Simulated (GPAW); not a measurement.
# zinc-blende (ZnSe)₁₋ₓ(CdSe)ₓ at x = 0.25: the Se K absorption edge, part 2 of 3

What does the Se K edge look like in zinc-blende (ZnSe)₁₋ₓ(CdSe)ₓ at x = 0.25?

GPAW 26.7.0; X-ray absorption from dipole matrix elements to empty bands, plane-wave PAW LDA.

So far. Step 3 (The field without a hole): The mesh shows a gap of 0.73 eV. The excited electron is kept all the same, so that all members of the series, with or without a gap, are treated alike.

## Step 5: Spectrum with XCH, Se atom 6

The holes are 8.2 Å apart. In GPAW the data set carries the hole's charge, so charge=0 means a charged cell and charge=-1 a neutral one. The excited electron is kept in the cell, where it fills the lowest empty states and screens the hole. After the field has converged, empty bands are computed with the density fixed and the dipole matrix elements are summed.

The absorber has 3 Zn at 2.46 Å and 1 Cd at 2.60 Å (distorted tetrahedral).

File xas.py:

```python
import numpy as np
from ase import Atoms
from ase.parallel import parprint, paropen
from gpaw import GPAW, PW, FermiDirac, Mixer, MixerDif, setup_paths
from gpaw.test import gen
setup_paths.insert(0, '.')
gen('Se', name='fch1s', xcname='LDA', corehole=(1, 0, 1), write_xml=True)
from gpaw.mpi import world
world.barrier()

atoms = Atoms('ZnSeZnSeZnSeZnSeZnSeZnSeCdSeCdSe',
    cell=[[0, 5.7635, 5.7635],
     [5.7635, 0, 5.7635],
     [5.7635, 5.7635, 0]],
    scaled_positions=[[0.0017035, 0.998953, 0.0014179],
     [0.1271767, 0.124437, 0.1251664],
     [0.0013149, 0.0003193, 0.5004117],
     [0.1263438, 0.1245175, 0.6260092],
     [0.0006432, 0.4985482, 0.0000014],
     [0.1093302, 0.6289401, 0.1304262],
     [0.0032664, 0.498902, 0.499307],
     [0.1093491, 0.6301685, 0.6307277],
     [0.5019575, 0.0000979, 0.9985285],
     [0.6319147, 0.1060288, 0.1315342],
     [0.5001126, 0.9985827, 0.5007443],
     [0.6312906, 0.1075389, 0.6299624],
     [0.4999254, 0.4964452, 0.0000393],
     [0.6370214, 0.6360199, 0.1119],
     [0.5000019, 0.4981989, 0.5000353],
     [0.63919, 0.634872, 0.6122475]],
    pbc=True)
atoms.calc = calc = GPAW(legacy_gpaw=True, mode=PW(400, force_complex_dtype=True), xc='LDA', setups={5: 'fch1s'},
    kpts={'size': (3, 3, 3), 'gamma': True}, occupations=FermiDirac(0.04),
    charge=-1, mixer=Mixer(0.1, 5, 50), maxiter=150,
    convergence={'density': 0.0001, 'eigenstates': 1e-6}, txt='scf.txt')
energy = atoms.get_potential_energy() + calc.get_reference_energy()
ef = calc.get_fermi_level()
out = dict(energy=energy, fermi=ef, forces=atoms.get_forces().tolist())
parprint(f'all-electron energy {energy:.4f} eV, Fermi level {ef:.4f} eV')
ev = np.array([[calc.get_eigenvalues(k, s) for k in range(len(calc.get_ibz_k_points()))] for s in range(calc.get_number_of_spins())])
out['homo'], out['lumo'], out['counts'] = ev[ev < ef].max(), ev[ev > ef].min(), sorted(set((ev < ef).sum((0, 2)).tolist()))
out['filled'] = (ev[:, 0] < ef).sum(1).tolist()

from ase.units import Ha
from gpaw.xas import dipole_matrix_elements
nb = int(calc.get_number_of_electrons() / 2) + 196
top, nb = nb, nb + 8 + nb // 12
nscf = calc.fixed_density(kpts={'size': (4, 4, 4), 'gamma': True}, nbands=nb,
    convergence={'bands': top, 'eigenstates': 5e-3}, maxiter=60, txt='nscf.txt')
cell = atoms.cell.array
ops = [cell.T @ U.T @ np.linalg.inv(cell.T) for U in nscf.wfs.kd.symmetry.op_scc]
filled = [72]  # bands filled in the ground state, by spin
E = np.arange(-6, 30, 0.1)
fwhm = np.interp(E, [4, 25], [2.33, 3.5])
Y, X, zero, highest = 0, 0, 1e9, 1e9
for spin in range(nscf.get_number_of_spins()):
    wfs = nscf.wfs
    mine = wfs.bd.get_slice()  # this rank's bands
    A = dipole_matrix_elements(wfs.setups[5])
    eps = np.zeros((wfs.kd.nibzkpts, nb))
    d = np.zeros((3, A.shape[1], wfs.kd.nibzkpts, nb), complex)
    for kpt in wfs.kpt_u:
        if kpt.s == spin and 5 in kpt.P_ani:
            eps[kpt.k, mine] = kpt.eps_n * Ha
            d[:, :, kpt.k, mine] = (kpt.weight * wfs.nspins / 2) ** 0.5 * np.inner(A, kpt.P_ani[5])
    world.sum(eps)
    world.sum(d)
    T = np.einsum('amkn,bmkn->abkn', d, d.conj()).real
    T = sum(np.einsum('ai,ijkn,bj->abkn', R, T, R) for R in ops) / len(ops)
    empty = np.ones_like(eps, bool) & (np.arange(nb) >= filled[spin])
    zero, highest = min(zero, eps[empty].min()), min(highest, eps[:, top - 1].min())
    lines = [(eps, T, empty)] if spin == 0 else lines + [(eps, T, empty)]
for eps, T, empty in lines:
    f = np.einsum('aakn->akn', T).reshape(3, -1)
    x = eps.ravel() - zero
    w = np.interp(x, E, fwhm) / 2.35482
    g = np.exp(-0.5 * ((E[:, None] - x) / w) ** 2) / (w * (2 * np.pi) ** 0.5)
    Y = Y + (f * empty.ravel()) @ g.T
    X = X + (f * ~empty.ravel()) @ g.T
out.update(E=E.round(2).tolist(), xas=Y.tolist(), xes=X.tolist(), zero=zero, valid=highest - zero, nk=len(eps), nb=nb)
for i in range(0, len(E), 10):
    parprint(f'{E[i]:7.2f}', *(f'{v:10.3e}' for v in Y[:, i]))
import json
with paropen('out.json', 'w') as f:
    json.dump(out, f)
```

Command:

```
OMP_NUM_THREADS=1 mpirun -n 4 gpaw python xas.py
```

Numbers of over 12 decimals in the logs are rounded to 6 here.

The program printed:

```text
Input parameters:
  charge: -1
  convergence: {density: 0.0001,
                eigenstates: 1e-06}
  kpts: {gamma: True,
         size: (3, 3, 3)}
  maxiter: 150
  mixer: {backend: pulay,
          beta: 0.1,
          method: separate,
          nmaxold: 5,
          weight: 50}
  mode: {ecut: 400.0,
         force_complex_dtype: True,
         name: pw}
  occupations: {fixmagmom: False,
                name: fermi-dirac,
                width: 0.04}
  setups: {5: fch1s}

Initialize ...

[... PAW data sets ...]

Reference energy: -1112255.550099  # eV

Spin-paired calculation

[... convergence settings ...]
Symmetries present (total): 1
  [... symmetry matrices ...]

27 k-points: 3 x 3 x 3 Monkhorst-Pack grid
14 k-points in the irreducible part of the Brillouin zone
       k-points in crystal coordinates                weights
   0:     0.00000000    0.00000000    0.00000000          1/27
   1:     0.00000000    0.00000000    0.33333333          2/27
   2:     0.00000000    0.33333333   -0.33333333          2/27
   3:     0.00000000    0.33333333    0.00000000          2/27
   4:     0.00000000    0.33333333    0.33333333          2/27
   5:     0.33333333   -0.33333333   -0.33333333          2/27
   6:     0.33333333   -0.33333333    0.00000000          2/27
   7:     0.33333333   -0.33333333    0.33333333          2/27
   8:     0.33333333    0.00000000   -0.33333333          2/27
   9:     0.33333333    0.00000000    0.00000000          2/27
          ...
  13:     0.33333333    0.33333333    0.33333333          2/27

Wave functions: Plane wave expansion
  Cutoff energy: 400.000 eV
  Number of coefficients (min, max): 6879, 6975
  Pulay-stress correction: 0.000000 eV/Ang^3 (de/decut=0.000000)
  Using FFTW library
  Wavefunction extrapolation:
    Improved wavefunction reuse through dual PAW basis

Occupation numbers: Fermi-Dirac:
  width: 0.0400  # eV

Eigensolver
   Davidson(niter=2)

Densities:
  Coarse grid: 40*40*40 grid
  Fine grid: 80*80*80 grid
  Total Charge: 0.000000

Density mixing:
  Method: separate
  Backend: pulay
  Linear mixing parameter: 0.1
  old densities: 5
  Width of damping distribution: 1.1
  Damping of long wavelength oscillations: 50

[... Hamiltonian set-up ...]
Number of atoms: 16
Number of atomic orbitals: 104
Number of bands in calculation: 91
Number of valence electrons: 145
Bands to converge: occupied

... initialized

Initializing position-dependent things.

Density initialized from atomic densities
Creating initial wave functions:
  91 bands from LCAO basis set

                          Se Zn

                 Se
                      Cd
                   Se
             Cd         Zn
          Se             Se
                  Zn
                Se
                    Zn
                 Se
        Se Zn
             Zn

Atomic positions and initial magnetic moments

Positions:
   0 Zn     5.765638    0.017990    5.767284    ( 0.0000,  0.0000,  0.0000)
   1 Se     1.438589    1.454379    1.450176    ( 0.0000,  0.0000,  0.0000)
   2 Zn     2.885963    2.891701    0.009419    ( 0.0000,  0.0000,  0.0000)
   3 Se     4.325661    4.336187    1.445839    ( 0.0000,  0.0000,  0.0000)
   4 Zn     2.873391    0.003715    2.877090    ( 0.0000,  0.0000,  0.0000)
   5 Se     4.376608    1.381836    4.255021    ( 0.0000,  0.0000,  0.0000)
   6 Zn     5.753178    2.896582    2.894248    ( 0.0000,  0.0000,  0.0000)
[...]
13 Se     4.310636    4.316408    7.337174    ( 0.0000,  0.0000,  0.0000)
  14 Cd     5.753323    5.763714    5.753130    ( 0.0000,  0.0000,  0.0000)
  15 Se     7.187773    7.212660    7.343056    ( 0.0000,  0.0000,  0.0000)

Unit cell:
           periodic     x           y           z      points  spacing
  1. axis:    yes    0.000000    5.763500    5.763500    40     0.1664
  2. axis:    yes    5.763500    0.000000    5.763500    40     0.1664
  3. axis:    yes    5.763500    5.763500    0.000000    40     0.1664

  Lengths:   8.150820   8.150820   8.150820
  Angles:   60.000000  60.000000  60.000000

Effective grid spacing dv^(1/3) = 0.1815

iter:   1   -70.149050
iter:   2   -69.254636   -0.47  -1.28
iter:   3   -67.049921   -1.12  -1.33
iter:   4   -67.060145   -2.02  -1.59
iter:   5   -66.996116c  -2.34  -1.63
iter:   6   -66.938225   -2.96  -2.30
iter:   7   -66.929921c  -3.22  -2.41
iter:   8   -66.930223c  -4.09  -2.90
iter:   9   -66.929324c  -4.46  -3.11
iter:  10   -66.929187c  -5.18  -3.33
iter:  11   -66.929215c  -5.71  -3.58
iter:  12   -66.929207c  -6.07c -3.77
iter:  13   -66.929203c  -6.27c -4.01c

Converged after 13 iterations.

Dipole moment: (-31.578339, -32.663806, -34.842570) |e|*Ang

Energy contributions relative to reference atoms: (reference = -1112255.550099)

Kinetic:       +126.162480
Potential:     -113.942396
External:        +0.000000
XC:             -78.860841
Entropy (-ST):   -0.017765
Local:           -0.279563
SIC:             +0.000000
--------------------------
Free energy:    -66.938085
Extrapolated:   -66.929203

Showing only first 2 kpts
 Kpt  Band  Eigenvalues  Occupancy
  0    70      3.57736    2.00000
  0    71      3.59105    2.00000
  0    72      4.13066    2.00000
  0    73      5.59001    1.99457

  1    70      3.34267    2.00000
  1    71      3.37850    2.00000
  1    72      5.37092    1.99998
[...]
Fermi level: 5.82628

No gap
No difference between direct/indirect transitions

Forces in eV/Ang:
  0 Zn    0.58540   -0.59140    0.68267
  1 Se   -0.00472    0.06394   -0.01931
  2 Zn    0.04035   -0.05511    0.00405
  3 Se   -0.07831   -0.00066   -0.02053
  4 Zn   -0.68771   -0.51561   -0.56649
  5 Se    0.10260   -0.11019   -0.08759
  6 Zn    0.52723    0.68768   -0.58258
[...]
13 Se    0.04584    0.05112    0.00663
 14 Cd   -0.04089    0.03786   -0.10205
 15 Se   -0.03400   -0.05189    0.00843
Scalar-relativistic atomic LDA calculation for Se (Selenium, Z=34)
Core hole in 1s state (1s occupation: 1.0)
600 radial gridpoints.
|------------------------------------------------|
|------------------------------------------------|
[... the atom generator's iteration count ...]

Energy contributions:
-------------------------
Kinetic:    +1992.176532
XC:           -74.936171
Potential:  -3877.301897
-------------------------
Total:      -1960.061536

state      eigenvalue         ekin         rmax
-----------------------------------------------
1s^1.0 :  -473.814066   594.491378        0.029
2s^2.0 :   -62.777713   119.273514        0.162
2p^6.0 :   -56.419235   117.661311        0.128
3s^2.0 :    -8.945456    28.579454        0.490
3p^6.0 :    -6.765340    26.386029        0.482
3d^10.0:    -2.900021    21.587394        0.429
4s^2.0 :    -1.105925     4.504829        1.414
4p^4.0 :    -0.649487     3.202895        1.619
-----------------------------------------------
(units: Bohr and Hartree)

Generating PAW setup
Kinetic energy of the core from tauc = 1992.701229521997
Cutoffs:
rc(s)=1.600
rc(p)=1.900
rc(d)=1.600
rc(vbar)=1.440
rc(comp)=1.600
rc(nct)=1.900

Kinetic energy of the core states: 1970.355293
Charge: 1.0
Core electrons: 27.0
Valence electrons: 6.0
Pseudo-core charge: 0.688517
Shape function alpha=3.906
Pseudo-electron charge 7.123653
state    eigenvalue         norm
--------------------------------
4s(2) :    -1.105925     1.147115
*s    :    -0.105925
4p(4) :    -0.649487     1.035227
*p    :     0.350513
*d    :     0.000000
--------------------------------

Diagonalizing with gridspacing h=0.050

state   all-electron     PAW
-------------------------------
4s:      -1.105925    -1.106630
4p:      -0.649487    -0.650084
*d:                   -0.134651
*f:                   -0.017877
-------------------------------
all-electron energy -1112322.4793 eV, Fermi level 5.8263 eV
[...]
27.00  8.808e-08  8.788e-08  8.725e-08
  28.00  7.794e-08  7.775e-08  7.737e-08
  29.00  7.266e-08  7.252e-08  7.218e-08
```

Elapsed: 7.5 min, on 4 MPI ranks of Arm Neoverse V2, shared host; peak memory 0.88 GiB.

The Se K spectrum, Se atom 6, excited-electron core hole (neutral cell) (energy from the bottom of the conduction band, which holds the excited electron; intensity scaled to a mean of 1 over the first 20 eV):

```
E (eV)  intensity
  -2.0       0.00
  -1.5       0.00
  -1.0       0.01
  -0.5       0.04
   0.0       0.10
   0.5       0.23
   1.0       0.44
   1.5       0.71
   2.0       1.00
   2.5       1.23
   3.0       1.37
   3.5       1.41
   4.0       1.41
   4.5       1.41
   5.0       1.41
   5.5       1.44
   6.0       1.49
   6.5       1.52
   7.0       1.52
   7.5       1.45
   8.0       1.34
   8.5       1.21
   9.0       1.08
   9.5       0.93
  10.0       0.79
  10.5       0.67
  11.0       0.59
  11.5       0.58
  12.0       0.61
  12.5       0.69
  13.0       0.78
  13.5       0.86
  14.0       0.94
  14.5       0.98
  15.0       1.00
  15.5       1.00
  16.0       0.99
  16.5       0.98
  17.0       0.96
  17.5       0.93
  18.0       0.90
  18.5       0.86
  19.0       0.82
  19.5       0.80
  20.0       0.80
  20.5       0.82
  21.0       0.86
  21.5       0.89
  22.0       0.92
  22.5       0.93
  23.0       0.93
  23.5       0.93
  24.0       0.94
  24.5       0.96
  25.0       0.99
  25.5       1.01
  26.0       1.02
  26.5       1.01
  27.0       0.97
  27.5       0.91
  28.0       0.86
  28.5       0.82
  29.0       0.80
```

Main maxima below 28 eV (height): 6.6 eV (1.53), 15.2 eV (1.00) and 26.0 eV (1.02). A K edge sees empty p states on the absorber.

The energy difference (zero at 12672 eV) isn't read as a photon energy: for so heavy an absorber the terms left out (the hole's spin, the functional's error) amount to tens of eV or more.

## Step 6: Reference energy of the cell

The absorbing element, whose data set is made anew, changes for the next run, so it gets a reference energy of its own.

File scf.py:

```python
import numpy as np
from ase import Atoms
from ase.parallel import parprint, paropen
from gpaw import GPAW, PW, FermiDirac, Mixer, MixerDif, setup_paths
from gpaw.test import gen
setup_paths.insert(0, '.')
gen('Zn', name='nch1s', xcname='LDA', corehole=(1, 0, 0), write_xml=True)
from gpaw.mpi import world
world.barrier()

atoms = Atoms('ZnSeZnSeZnSeZnSeZnSeZnSeCdSeCdSe',
    cell=[[0, 5.7635, 5.7635],
     [5.7635, 0, 5.7635],
     [5.7635, 5.7635, 0]],
    scaled_positions=[[0.0017035, 0.998953, 0.0014179],
     [0.1271767, 0.124437, 0.1251664],
     [0.0013149, 0.0003193, 0.5004117],
     [0.1263438, 0.1245175, 0.6260092],
     [0.0006432, 0.4985482, 0.0000014],
     [0.1093302, 0.6289401, 0.1304262],
     [0.0032664, 0.498902, 0.499307],
     [0.1093491, 0.6301685, 0.6307277],
     [0.5019575, 0.0000979, 0.9985285],
     [0.6319147, 0.1060288, 0.1315342],
     [0.5001126, 0.9985827, 0.5007443],
     [0.6312906, 0.1075389, 0.6299624],
     [0.4999254, 0.4964452, 0.0000393],
     [0.6370214, 0.6360199, 0.1119],
     [0.5000019, 0.4981989, 0.5000353],
     [0.63919, 0.634872, 0.6122475]],
    pbc=True)
atoms.calc = calc = GPAW(legacy_gpaw=True, mode=PW(400, force_complex_dtype=True), xc='LDA', setups={4: 'nch1s'},
    kpts={'size': (3, 3, 3), 'gamma': True}, occupations=FermiDirac(0.02),
    charge=0, mixer=Mixer(0.1, 5, 50), maxiter=150,
    convergence={'density': 0.0001, 'eigenstates': 1e-6}, txt='scf.txt')
energy = atoms.get_potential_energy() + calc.get_reference_energy()
ef = calc.get_fermi_level()
out = dict(energy=energy, fermi=ef, forces=atoms.get_forces().tolist())
parprint(f'all-electron energy {energy:.4f} eV, Fermi level {ef:.4f} eV')
ev = np.array([[calc.get_eigenvalues(k, s) for k in range(len(calc.get_ibz_k_points()))] for s in range(calc.get_number_of_spins())])
out['homo'], out['lumo'], out['counts'] = ev[ev < ef].max(), ev[ev > ef].min(), sorted(set((ev < ef).sum((0, 2)).tolist()))
out['filled'] = (ev[:, 0] < ef).sum(1).tolist()
import json
with paropen('out.json', 'w') as f:
    json.dump(out, f)
```

Command:

```
OMP_NUM_THREADS=1 mpirun -n 4 gpaw python scf.py
```

The program printed:

```text
Input parameters:
  convergence: {density: 0.0001,
                eigenstates: 1e-06}
  kpts: {gamma: True,
         size: (3, 3, 3)}
  maxiter: 150
  mixer: {backend: pulay,
          beta: 0.1,
          method: separate,
          nmaxold: 5,
          weight: 50}
  mode: {ecut: 400.0,
         force_complex_dtype: True,
         name: pw}
  occupations: {fixmagmom: False,
                name: fermi-dirac,
[...]
*s    :     0.771506
4p(0) :    -0.045217     1.008310
*p    :     0.954783
3d(10):    -0.383140     0.154691
*d    :     0.616860
--------------------------------

Diagonalizing with gridspacing h=0.050

state   all-electron     PAW
-------------------------------
4s:      -0.228494    -0.228671
4p:      -0.045217    -0.045275
3d:      -0.383140    -0.383726
*f:                    0.072913
-------------------------------
all-electron energy -1124994.4917 eV, Fermi level 3.9899 eV
[key lines of the parts left out:]
Converged after 13 iterations.
Dipole moment: (-31.383142, -31.918894, -34.577345) |e|*Ang
Free energy:    -57.759091
Fermi level: 3.98992
```

Elapsed: 65 s, on 4 MPI ranks; peak memory 0.38 GiB.

Reference energy: -1124994.492 eV with the cores included.

[end of part 2 of 3]

[Banner, clock and machine lines of the logs are left out without a mark of their own.]

[Logs are printed without paths, hosts, clocks, repeated set-up lines and the standing remarks that a program may print on its own settings, such as how far it seeks lower states.]

[Hosts, paths, dates, database ids (printed as entryN), source tags and the programs' standing remarks are cut or masked in the printed files.]

[Lists of maxima count a maximum above −3 eV only where it reaches 4 % of the highest in the window and stands out from its surroundings by 2 % of it (1.5 % where it reaches 55 %); shoulders and weaker maxima are passed over, and of the rest the first, up to two pre-edge ones and the few strongest are named.]
